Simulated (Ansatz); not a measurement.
In doubt: masses and optical values from hybrid runs of this build are listed as unsure (in some of the runs), which bears on the screening that GW takes from such a start.

Bi2Te2PbS2 (R-3m), computed twice by G0W0.

```cif
data_structure
_symmetry_space_group_name_H-M 'P 1'
_symmetry_Int_Tables_number 1
_cell_length_a 13.6947
_cell_length_b 13.6947
_cell_length_c 13.6947
_cell_angle_alpha 17.938
_cell_angle_beta 17.938
_cell_angle_gamma 17.938
_cell_volume 212.72
loop_
_atom_site_label
_atom_site_type_symbol
_atom_site_fract_x
_atom_site_fract_y
_atom_site_fract_z
_atom_site_occupancy
Bi1 Bi 0.58139 0.58139 0.58139 1
Bi2 Bi 0.41861 0.41861 0.41861 1
Te3 Te 0.87066 0.87066 0.87066 1
Te4 Te 0.12934 0.12934 0.12934 1
Pb5 Pb 0.00000 0.00000 0.00000 1
S6 S 0.29134 0.29134 0.29134 1
S7 S 0.70866 0.70866 0.70866 1
```

The cell and positions come from the Crystallography Open Database and are kept as given unless a step says otherwise. Spin-orbit coupling is left out unless a run names it.

The first (Ansatz 0.2.0; start PBE with 5 % exact exchange, 4×4×4 mesh, 887 empty bands, screening to 150 eV, PAW set soft_1 files; 1 × NVIDIA H100 80GB HBM3 (shared by 6 runs) with 2 threads of AMD EPYC 7R13 (Zen 3), shared host) gave, on its mesh: starting gap 0.50 eV, G0W0 gap 0.69 eV, RPA ε∞ (mean) 18.39, 5.6 min.

The second gave: starting gap 5.17 eV, G0W0 gap 1.89 eV, RPA ε∞ (mean) 4.64, 6.9 min.

**Question.** What was changed in the input? Choose among start, files, mesh, bands and cutoff, frequency model or another key.

Changed: start from PBE with 5 % exact exchange to Hartree-Fock. A jump of this size in the start, with ε∞ moving the other way, marks another functional. Other changes could give like numbers; this is the one that was made.

Limits: not at the basis limit; no spin-orbit coupling.

[Paths, hosts, dates, memory and timing lines, banners, echoed tables and standing remarks are left out of the program output.]

[Logs are printed without paths, hosts, clocks, repeated set-up lines and the standing remarks that a program may print on its own settings, such as how far it seeks lower states.]

[Runs of the session that timed out or met a known fault of the program may be left out.]

[Cells called generated may have been cut or substituted from an entry of the Crystallography Open Database or the Materials Project.]

[Hosts, paths, dates, database ids (printed as entryN), source tags and the programs' standing remarks are cut or masked in the printed files.]
